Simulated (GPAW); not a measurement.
## Si/Ti(0001): work function by functional and basis

Wanted: work functions and dipole of Si/Ti(0001), with the cost of each level.

Calculated with GPAW 26.7.0; GPAW, PAW setups; slab in vacuum, relaxation, in the first sound run; inputs show where later runs differ.

## 1. Set-up

The cell holds 5 atoms: 4 Ti and 1 Si. Its edges and angles: a = 2.950 Å, b = 2.950 Å, c = 25.306 Å, α = 90.0°, β = 90.0°, γ = 60.0°. Vacuum lies along c.

## 2. Relaxation

Forces are removed first; all later runs use this geometry. The lowest 2 atoms are held at bulk positions and keep their forces.

run.py reads:

```python
import json
import numpy as np
from ase import Atoms
from ase.constraints import FixAtoms
from ase.optimize import BFGS
from gpaw import GPAW, PW

slab = Atoms(
    ['Ti', 'Ti', 'Ti', 'Ti', 'Si'],
    positions=[
        [2.95000, 1.70318, 8.00000],
        [0.00000, 0.00000, 10.34230],
        [2.95000, 1.70318, 12.68460],
        [0.00000, 0.00000, 15.02690],
        [1.47500, 0.85159, 17.30638]],
    cell=[[2.95, 0.0, 0.0], [1.475, 2.55477, 0.0], [0.0, 0.0, 25.30638]],
    pbc=[True, True, False])

slab.calc = GPAW(mode=PW(400), xc='PBE', kpts={'size': (12, 12, 1), 'gamma': True},
                 occupations={'name': 'fermi-dirac', 'width': 0.1}, nbands='200%',
                 convergence={'density': 1e-05}, maxiter=200,
                 poissonsolver={'dipolelayer': 'xy'},
                 symmetry={'tolerance': 1e-3, 'extra_ids': [1, 1, 0, 0, 0]}, txt='slab.txt')
result = {}
slab.set_constraint(FixAtoms([0, 1]))
path = []
opt = BFGS(slab, maxstep=0.2)
opt.attach(lambda: path.append((slab.get_potential_energy(), slab.positions.tolist(), slab.get_forces().tolist())))
result['relaxed'] = bool(opt.run(fmax=0.03, steps=40))
result['path'] = path
energy = slab.get_potential_energy()
fermi = slab.calc.get_fermi_level()
v = slab.calc.get_electrostatic_potential().mean((0, 1)) - fermi
n = slab.calc.get_pseudo_density().mean((0, 1))
L = slab.cell[2, 2]
z = np.arange(len(v)) * L / len(v)
low, high = slab.positions[:, 2].min(), slab.positions[:, 2].max()
below, above = np.interp([low - 5.8, high + 5.8], z, v)
slopes = [np.interp(x, z, np.gradient(v, z)) for x in (low - 5.8, high + 5.8)]
eps = np.array([[slab.calc.get_eigenvalues(k, s) for k in range(len(slab.calc.get_ibz_k_points()))]
                for s in range(slab.calc.get_number_of_spins())]) - fermi
top, bottom = eps[eps < 0].max(), eps[eps > 0].min()
dipole = slab.get_dipole_moment()[2]
print(f'energy {energy:.4f} eV, Fermi level {fermi:.4f} eV, dipole {dipole:.5f} e A')
print(f'potential 5.8 A off the faces, from the Fermi level: lower {below:.4f} eV, upper {above:.4f} eV')
print(f'slope of the potential there: lower {slopes[0]:.5f}, upper {slopes[1]:.5f} eV/A')
print(f'nearest levels on the mesh: {top:.4f} and {bottom:.4f} eV')
print('magnetic moment', round(slab.get_magnetic_moment(), 3))
result.update(energy=energy, fermi=fermi, dipole=dipole, below=below, above=above, slopes=slopes, edges=[top, bottom],
              z=z.tolist(), v=v.tolist(), n=n.tolist(), positions=slab.positions.tolist(),
              forces=slab.get_forces(apply_constraint=False).tolist(), moments=slab.get_magnetic_moments().tolist())
json.dump(result, open('result.json', 'w'))
```

Command:

```sh
OMP_NUM_THREADS=1 OPENBLAS_NUM_THREADS=1 python run.py
```

The log of the run:

```text
Step          Energy          fmax
BFGS:    0      -30.384520        0.349836
BFGS:    1      -30.387953        0.331162
BFGS:    2      -30.412833        0.059003
BFGS:    3      -30.413000        0.046988
BFGS:    4      -30.413056        0.043851
BFGS:    5      -30.413619        0.091852
BFGS:    6      -30.413901        0.071350
BFGS:    7      -30.414291        0.052027
BFGS:    8      -30.414569        0.067166
BFGS:    9      -30.414869        0.063430
BFGS:   10      -30.415178        0.034628
BFGS:   11      -30.415268        0.013521
energy -30.2786 eV, Fermi level 1.2320 eV, dipole -0.02750 e A
potential 5.8 A off the faces, from the Fermi level: lower 4.4130 eV, upper 5.0719 eV
slope of the potential there: lower -0.00033, upper -0.00008 eV/A
nearest levels on the mesh: -0.0099 and 0.0019 eV
magnetic moment 0.0
```

Wall time 21 min (1 thread of Arm Neoverse V1, shared host); peak memory 0.24 GiB.

Step by step:

| step | energy less that of the first step (eV) | largest force (eV/Å) |
| --- | --- | --- |
| 1 | 0.0000 | 0.3498 |
| 2 | -0.0035 | 0.3312 |
| 3 | -0.0303 | 0.0590 |
| 4 | -0.0303 | 0.0470 |
| 5 | -0.0304 | 0.0439 |
| 6 | -0.0317 | 0.0919 |
| 7 | -0.0320 | 0.0714 |
| 8 | -0.0324 | 0.0520 |
| 9 | -0.0329 | 0.0672 |
| 10 | -0.0332 | 0.0634 |
| 11 | -0.0333 | 0.0346 |
| 12 | -0.0332 | 0.0135 |

The atoms that moved most (Å):

| atom | dx | dy | dz | length |
| --- | --- | --- | --- | --- |
| Si5 | 0.000 | 0.000 | -0.138 | 0.138 |
| Ti3 | 0.000 | 0.000 | 0.042 | 0.042 |
| Ti4 | 0.000 | 0.000 | -0.038 | 0.038 |

The relaxed structure:

```xyz
5
Lattice="2.9500 0.0000 0.0000 1.4750 2.5548 0.0000 0.0000 0.0000 25.3064" Properties=species:S:1:pos:R:3
Ti    2.9500    1.7032    8.0000
Ti    0.0000    0.0000   10.3423
Ti    2.9500    1.7032   12.7269
Ti    0.0000    0.0000   14.9893
Si    1.4750    0.8516   17.1688
```

This step gave:

```yaml
dipole_along_the_normal: -0.02750 e·Å
levels_nearest_the_fermi_level_on_the_mesh: -0.009946, 0.001875 eV from the Fermi level
upper_work_function: 5.072 eV
lower_work_function: 4.413 eV
```

The electrostatic potential energy of an electron (without an applied field's), less the Fermi level, planar mean oscillates, so the rows of the table below give means over windows of 2.32 Å about each position, cut where the curve ends. Its maxima inside the range that stand out by 2 % of the span (Å: eV): 9.2: -0.175, 11.5: -0.165, 13.8: -0.748, 16.1: -0.971. Its minima: 8.0: -19.7, 10.3: -19.5, 12.8: -19.4, 15.0: -19.4, 17.2: -17.1.

Table of electrostatic potential energy of an electron (without an applied field's), less the Fermi level, planar mean by z; means over each step:

| z (Å) | electrostatic potential energy of an electron (without an applied field's), less the Fermi level, planar mean (eV) |
| --- | --- |
| 1.16 | 4.44 |
| 3.48 | 4.41 |
| 5.80 | 3.42 |
| 8.12 | -8.52 |
| 10.44 | -8.34 |
| 12.76 | -8.40 |
| 15.08 | -8.51 |
| 17.40 | -6.45 |
| 19.72 | 4.86 |
| 22.04 | 5.07 |
| 24.36 | 5.06 |

The pseudo valence density, planar mean by z:

| z (Å) | pseudo valence density, planar mean (e/Å³) |
| --- | --- |
| 3.5 | 6.8e-5 |
| 4.0 | 2.1e-4 |
| 4.5 | 6.6e-4 |
| 5.0 | 0.00199 |
| 5.5 | 0.00587 |
| 6.0 | 0.0167 |
| 6.5 | 0.0423 |
| 7.0 | 0.118 |
| 7.5 | 0.627 |
| 8.0 | 1.61 |
| 8.5 | 0.643 |
| 9.0 | 0.210 |
| 9.5 | 0.251 |
| 10.0 | 0.988 |
| 10.5 | 1.40 |
| 11.0 | 0.388 |
| 11.5 | 0.185 |
| 12.0 | 0.318 |
| 12.5 | 1.25 |
| 13.0 | 1.15 |
| 13.5 | 0.295 |
| 14.0 | 0.223 |
| 14.5 | 0.666 |
| 15.0 | 1.59 |
| 15.5 | 0.627 |
| 16.0 | 0.227 |
| 16.5 | 0.261 |
| 17.0 | 0.238 |
| 17.5 | 0.249 |
| 18.0 | 0.170 |
| 18.5 | 0.0620 |
| 19.0 | 0.0169 |
| 19.5 | 0.00442 |
| 20.0 | 0.00109 |
| 20.5 | 2.7e-4 |
| 21.0 | 6.9e-5 |

The relaxation lowered the energy of the cell by 0.0332 eV (energies extrapolated to zero smearing; the optimiser's log prints free energies). The largest force left on a free atom is 0.014 eV/Å.

## 3. The slab's potential

The work function is the vacuum plateau of the electrostatic potential less the Fermi level; a dipole layer lets the two faces have plateaus of their own.

This step: GPAW, PAW setups; slab in vacuum (GPAW 26.7.0).

run.py, as its differences from that of step 2:

```diff
@@ -3,4 +3,2 @@
 from ase import Atoms
-from ase.constraints import FixAtoms
-from ase.optimize import BFGS
 from gpaw import GPAW, PW
@@ -12,5 +10,5 @@
         [0.00000, 0.00000, 10.34230],
-        [2.95000, 1.70318, 12.68460],
-        [0.00000, 0.00000, 15.02690],
-        [1.47500, 0.85159, 17.30638]],
+        [2.95000, 1.70318, 12.72693],
+        [0.00000, -0.00000, 14.98927],
+        [1.47500, 0.85159, 17.16879]],
     cell=[[2.95, 0.0, 0.0], [1.475, 2.55477, 0.0], [0.0, 0.0, 25.30638]],
@@ -22,10 +20,4 @@
                  poissonsolver={'dipolelayer': 'xy'},
-                 symmetry={'tolerance': 1e-3, 'extra_ids': [1, 1, 0, 0, 0]}, txt='slab.txt')
+                 symmetry={'tolerance': 1e-3}, txt='slab.txt')
 result = {}
-slab.set_constraint(FixAtoms([0, 1]))
-path = []
-opt = BFGS(slab, maxstep=0.2)
-opt.attach(lambda: path.append((slab.get_potential_energy(), slab.positions.tolist(), slab.get_forces().tolist())))
-result['relaxed'] = bool(opt.run(fmax=0.03, steps=40))
-result['path'] = path
 energy = slab.get_potential_energy()
```

The log of the run:

```text
energy -30.2786 eV, Fermi level 1.2321 eV, dipole -0.02753 e A
potential 5.8 A off the faces, from the Fermi level: lower 4.4129 eV, upper 5.0719 eV
slope of the potential there: lower -0.00032, upper -0.00009 eV/A
nearest levels on the mesh: -0.0099 and 0.0019 eV
magnetic moment 0.0
```

Wall time 2.2 min (1 thread); peak memory 0.23 GiB.

Numbers from this step:

```yaml
dipole_along_the_normal: -0.02753 e·Å
levels_nearest_the_fermi_level_on_the_mesh: -0.009940, 0.001880 eV from the Fermi level
```

The electrostatic potential energy of an electron (without an applied field's), less the Fermi level, planar mean oscillates, so the rows of the table below give means over windows of 2.32 Å about each position, cut where the curve ends. Its maxima inside the range that stand out by 2 % of the span (Å: eV): 9.2: -0.175, 11.5: -0.165, 13.8: -0.748, 16.1: -0.971. Its minima: 8.0: -19.7, 10.3: -19.5, 12.8: -19.4, 15.0: -19.4, 17.2: -17.1.

The electrostatic potential energy of an electron (without an applied field's), less the Fermi level, planar mean by z; means over each step:

z (Å), electrostatic potential energy of an electron (without an applied field's), less the Fermi level, planar mean (eV) and a bar from the least value:
```
     1.16        4.4 #############################
     3.48        4.4 #############################
     5.80        3.4 ##########################
     8.12       -8.5 
    10.44       -8.3 
    12.76       -8.4 
    15.08       -8.5 
    17.40       -6.5 #####
    19.72        4.9 ##############################
    22.04        5.1 ##############################
    24.36        5.1 ##############################
```

The pseudo valence density, planar mean oscillates, so the rows of the table below give means over windows of 2.32 Å about each position, cut where the curve ends. Its maxima inside the range that stand out by 2 % of the span (Å: e/Å³): 8.0: 1.62, 10.3: 1.62, 12.7: 1.58, 15.0: 1.62, 16.7: 0.273. Its minima: 9.1: 0.195, 11.6: 0.183, 13.9: 0.206, 16.0: 0.222.

Table of pseudo valence density, planar mean by z; means over each step:

| z (Å) | pseudo valence density, planar mean (e/Å³) |
| --- | --- |
| 1.16 | 0 |
| 3.48 | 1.7e-4 |
| 5.80 | 0.0226 |
| 8.12 | 0.673 |
| 10.44 | 0.682 |
| 12.76 | 0.687 |
| 15.08 | 0.694 |
| 17.40 | 0.207 |
| 19.72 | 0.00880 |
| 22.04 | 1.5e-5 |

Force by atom:

| atom | x (eV/Å) | y (eV/Å) | z (eV/Å) | size |
| --- | --- | --- | --- | --- |
| Ti1 | 0.000 | 0.000 | 0.574 | 0.574 |
| Ti2 | 0.000 | 0.000 | -0.573 | 0.573 |
| Ti3 | 0.000 | 0.000 | -0.013 | 0.013 |
| Ti4 | 0.000 | 0.000 | 0.012 | 0.012 |
| Si5 | 0.000 | 0.000 | 0.001 | 0.001 |

The potential is flat to 3.2e-4 eV/Å where it is read, so the vacuum is wide enough.

## 4. Self-consistent run: xc = "revPBE"

The same geometry under revPBE, to see how far the functional moves the levels against the vacuum.

run.py, as its differences from that of step 3:

```diff
@@ -16,3 +16,3 @@
 
-slab.calc = GPAW(mode=PW(400), xc='PBE', kpts={'size': (12, 12, 1), 'gamma': True},
+slab.calc = GPAW(mode=PW(400), xc='revPBE', kpts={'size': (12, 12, 1), 'gamma': True},
                  occupations={'name': 'fermi-dirac', 'width': 0.1}, nbands='200%',
```

The log of the run:

```text
energy -28.8002 eV, Fermi level 1.3117 eV, dipole -0.02882 e A
potential 5.8 A off the faces, from the Fermi level: lower 4.3133 eV, upper 5.0031 eV
slope of the potential there: lower -0.00035, upper -0.00009 eV/A
nearest levels on the mesh: -0.0077 and 0.0043 eV
magnetic moment 0.0
```

The job ended after 2.4 min (1 thread; peak memory 0.23 GiB).

This step gave:

```
dipole along the normal                    : -0.02882 e·Å
levels nearest the Fermi level on the mesh : -0.007735, 0.004277 eV from the Fermi level
upper work function                        : 5.003 eV
lower work function                        : 4.313 eV
```

The electrostatic potential energy of an electron (without an applied field's), less the Fermi level, planar mean oscillates, so the rows of the table below give means over windows of 2.32 Å about each position, cut where the curve ends. Its maxima inside the range that stand out by 2 % of the span (Å: eV): 9.2: -0.253, 11.5: -0.246, 13.8: -0.827, 16.1: -1.04. Its minima: 8.0: -19.7, 10.3: -19.6, 12.8: -19.5, 15.0: -19.5, 17.2: -17.2.

The electrostatic potential energy of an electron (without an applied field's), less the Fermi level, planar mean by z; means over each step:

| z (Å) | electrostatic potential energy of an electron (without an applied field's), less the Fermi level, planar mean (eV) |
| --- | --- |
| 1.16 | 4.34 |
| 3.48 | 4.31 |
| 5.80 | 3.33 |
| 8.12 | -8.60 |
| 10.44 | -8.42 |
| 12.76 | -8.48 |
| 15.08 | -8.59 |
| 17.40 | -6.51 |
| 19.72 | 4.80 |
| 22.04 | 5.00 |
| 24.36 | 4.99 |

The pseudo valence density, planar mean by z:

| z (Å) | pseudo valence density, planar mean (e/Å³) |
| --- | --- |
| 3.5 | 7.0e-5 |
| 4.0 | 2.1e-4 |
| 4.5 | 6.5e-4 |
| 5.0 | 0.00195 |
| 5.5 | 0.00578 |
| 6.0 | 0.0167 |
| 6.5 | 0.0424 |
| 7.0 | 0.118 |
| 7.5 | 0.627 |
| 8.0 | 1.61 |
| 8.5 | 0.643 |
| 9.0 | 0.210 |
| 9.5 | 0.251 |
| 10.0 | 0.988 |
| 10.5 | 1.40 |
| 11.0 | 0.388 |
| 11.5 | 0.186 |
| 12.0 | 0.318 |
| 12.5 | 1.25 |
| 13.0 | 1.15 |
| 13.5 | 0.294 |
| 14.0 | 0.223 |
| 14.5 | 0.666 |
| 15.0 | 1.59 |
| 15.5 | 0.626 |
| 16.0 | 0.227 |
| 16.5 | 0.261 |
| 17.0 | 0.238 |
| 17.5 | 0.248 |
| 18.0 | 0.171 |
| 18.5 | 0.0623 |
| 19.0 | 0.0167 |
| 19.5 | 0.00429 |
| 20.0 | 0.00106 |
| 20.5 | 2.7e-4 |
| 21.0 | 6.9e-5 |

Force by atom:

| atom | x (eV/Å) | y (eV/Å) | z (eV/Å) | size |
| --- | --- | --- | --- | --- |
| Ti1 | 0.000 | 0.000 | 0.461 | 0.461 |
| Ti2 | 0.000 | 0.000 | -0.568 | 0.568 |
| Ti3 | 0.000 | 0.000 | -0.021 | 0.021 |
| Ti4 | 0.000 | 0.000 | 0.037 | 0.037 |
| Si5 | 0.000 | 0.000 | 0.092 | 0.092 |

The upper face's work function is 5.003 eV, against 5.072 eV in the first plane-wave PBE run at this geometry.

## 5. Self-consistent run: xc = "RPBE"

The same geometry under RPBE, to see how far the functional moves the levels against the vacuum.

run.py, as its differences from that of step 4:

```diff
@@ -16,3 +16,3 @@
 
-slab.calc = GPAW(mode=PW(400), xc='revPBE', kpts={'size': (12, 12, 1), 'gamma': True},
+slab.calc = GPAW(mode=PW(400), xc='RPBE', kpts={'size': (12, 12, 1), 'gamma': True},
                  occupations={'name': 'fermi-dirac', 'width': 0.1}, nbands='200%',
```

The log of the run:

```text
energy -28.4880 eV, Fermi level 1.3283 eV, dipole -0.02927 e A
potential 5.8 A off the faces, from the Fermi level: lower 4.3031 eV, upper 5.0036 eV
slope of the potential there: lower -0.00036, upper -0.00009 eV/A
nearest levels on the mesh: -0.0069 and 0.0050 eV
magnetic moment 0.0
```

Elapsed: 2.4 min, on 1 thread; peak memory 0.23 GiB.

Numbers from this step:

* dipole along the normal: -0.02927 e·Å
* levels nearest the Fermi level on the mesh: -0.006946, 0.005043 eV from the Fermi level
* upper work function: 5.004 eV
* lower work function: 4.303 eV

The electrostatic potential energy of an electron (without an applied field's), less the Fermi level, planar mean by z:

| z (Å) | electrostatic potential energy of an electron (without an applied field's), less the Fermi level, planar mean (eV) |
| --- | --- |
| 0.0 | 4.65 |
| 0.5 | 4.30 |
| 1.0 | 4.30 |
| 1.5 | 4.30 |
| 2.0 | 4.30 |
| 2.5 | 4.30 |
| 3.0 | 4.30 |
| 3.5 | 4.30 |
| 4.0 | 4.30 |
| 4.5 | 4.28 |
| 5.0 | 4.23 |
| 5.5 | 4.08 |
| 6.0 | 3.65 |
| 6.5 | 2.41 |
| 7.0 | -0.863 |
| 7.5 | -9.54 |
| 8.0 | -19.7 |
| 8.5 | -9.01 |
| 9.0 | -0.843 |
| 9.5 | -2.22 |
| 10.0 | -13.4 |
| 10.5 | -18.0 |
| 11.0 | -5.39 |
| 11.5 | -0.277 |
| 12.0 | -4.04 |
| 12.5 | -16.5 |
| 13.0 | -15.3 |
| 13.5 | -3.30 |
| 14.0 | -1.23 |
| 14.5 | -9.25 |
| 15.0 | -19.4 |
| 15.5 | -8.87 |
| 16.0 | -1.34 |
| 16.5 | -4.31 |
| 17.0 | -15.6 |
| 17.5 | -11.7 |
| 18.0 | -0.763 |
| 18.5 | 3.43 |
| 19.0 | 4.60 |
| 19.5 | 4.90 |
| 20.0 | 4.98 |
| 20.5 | 5.00 |
| 21.0 | 5.00 |
| 21.5 | 5.00 |
| 22.0 | 5.00 |
| 22.5 | 5.00 |
| 23.0 | 5.00 |
| 23.5 | 5.00 |
| 24.0 | 5.00 |
| 24.5 | 5.00 |
| 25.0 | 4.93 |

The upper face's work function is 5.004 eV, against 5.072 eV in the first plane-wave PBE run at this geometry.

## 6. OptPBE vdW: xc = "optPBE-vdW"

The same geometry under optPBE-vdW, to see how far the functional moves the levels against the vacuum (the van der Waals functionals take revPBE setups).

run.py, as its differences from that of step 5:

```diff
@@ -16,3 +16,3 @@
 
-slab.calc = GPAW(mode=PW(400), xc='RPBE', kpts={'size': (12, 12, 1), 'gamma': True},
+slab.calc = GPAW(mode=PW(400), xc='optPBE-vdW', kpts={'size': (12, 12, 1), 'gamma': True},
                  occupations={'name': 'fermi-dirac', 'width': 0.1}, nbands='200%',
```

The log of the run:

```text
energy -65.3369 eV, Fermi level 1.1418 eV, dipole -0.02789 e A
potential 5.8 A off the faces, from the Fermi level: lower 4.5542 eV, upper 5.2216 eV
slope of the potential there: lower -0.00051, upper -0.00008 eV/A
nearest levels on the mesh: -0.0032 and 0.0022 eV
magnetic moment 0.0
```

Run time: 2.6 min. Hardware: 1 thread; peak memory 0.36 GiB.

Numbers from this step:

```
dipole along the normal                    : -0.02789 e·Å
levels nearest the Fermi level on the mesh : -0.003177, 0.002219 eV from the Fermi level
upper work function                        : 5.222 eV
lower work function                        : 4.554 eV
```

The upper face's work function is 5.222 eV, against 5.072 eV in the first plane-wave PBE run at this geometry.

## 7. Self-consistent run: xc = "vdW-DF2"

The same geometry under vdW-DF2, to see how far the functional moves the levels against the vacuum (the van der Waals functionals take revPBE setups).

run.py, as its differences from that of step 6:

```diff
@@ -16,3 +16,3 @@
 
-slab.calc = GPAW(mode=PW(400), xc='optPBE-vdW', kpts={'size': (12, 12, 1), 'gamma': True},
+slab.calc = GPAW(mode=PW(400), xc='vdW-DF2', kpts={'size': (12, 12, 1), 'gamma': True},
                  occupations={'name': 'fermi-dirac', 'width': 0.1}, nbands='200%',
```

The log of the run:

```text
energy -214.5065 eV, Fermi level 1.1152 eV, dipole -0.02792 e A
potential 5.8 A off the faces, from the Fermi level: lower 4.6233 eV, upper 5.2915 eV
slope of the potential there: lower -0.00079, upper -0.00002 eV/A
nearest levels on the mesh: -0.0101 and 0.0028 eV
magnetic moment 0.0
```

Run time: 2.7 min. Hardware: 1 thread; peak memory 0.36 GiB.

Numbers from this step:

```yaml
dipole_along_the_normal: -0.02792 e·Å
levels_nearest_the_fermi_level_on_the_mesh: -0.01005, 0.002840 eV from the Fermi level
upper_work_function: 5.292 eV
lower_work_function: 4.623 eV
```

Electrostatic potential energy of an electron (without an applied field's), less the Fermi level, planar mean against z:

| z (Å) | electrostatic potential energy of an electron (without an applied field's), less the Fermi level, planar mean (eV) |
| --- | --- |
| 0.0 | 4.96 |
| 0.5 | 4.62 |
| 1.0 | 4.62 |
| 1.5 | 4.62 |
| 2.0 | 4.62 |
| 2.5 | 4.62 |
| 3.0 | 4.62 |
| 3.5 | 4.62 |
| 4.0 | 4.61 |
| 4.5 | 4.59 |
| 5.0 | 4.52 |
| 5.5 | 4.35 |
| 6.0 | 3.87 |
| 6.5 | 2.60 |
| 7.0 | -0.646 |
| 7.5 | -9.28 |
| 8.0 | -19.4 |
| 8.5 | -8.88 |
| 9.0 | -0.860 |
| 9.5 | -2.19 |
| 10.0 | -13.2 |
| 10.5 | -17.7 |
| 11.0 | -5.28 |
| 11.5 | -0.265 |
| 12.0 | -3.94 |
| 12.5 | -16.3 |
| 13.0 | -15.1 |
| 13.5 | -3.25 |
| 14.0 | -1.22 |
| 14.5 | -9.10 |
| 15.0 | -19.2 |
| 15.5 | -8.73 |
| 16.0 | -1.33 |
| 16.5 | -4.26 |
| 17.0 | -15.4 |
| 17.5 | -11.6 |
| 18.0 | -0.661 |
| 18.5 | 3.55 |
| 19.0 | 4.81 |
| 19.5 | 5.16 |
| 20.0 | 5.26 |
| 20.5 | 5.28 |
| 21.0 | 5.29 |
| 21.5 | 5.29 |
| 22.0 | 5.29 |
| 22.5 | 5.29 |
| 23.0 | 5.29 |
| 23.5 | 5.29 |
| 24.0 | 5.29 |
| 24.5 | 5.29 |
| 25.0 | 5.23 |

The upper face's work function is 5.292 eV, against 5.072 eV in the first plane-wave PBE run at this geometry.

(Part 1 of 2 ends here.)

[Logs are printed without paths, hosts, clocks, repeated set-up lines and the standing remarks that a program may print on its own settings, such as how far it seeks lower states.]

[Hosts, paths, dates, database ids (printed as entryN), source tags and the programs' standing remarks are cut or masked in the printed files.]
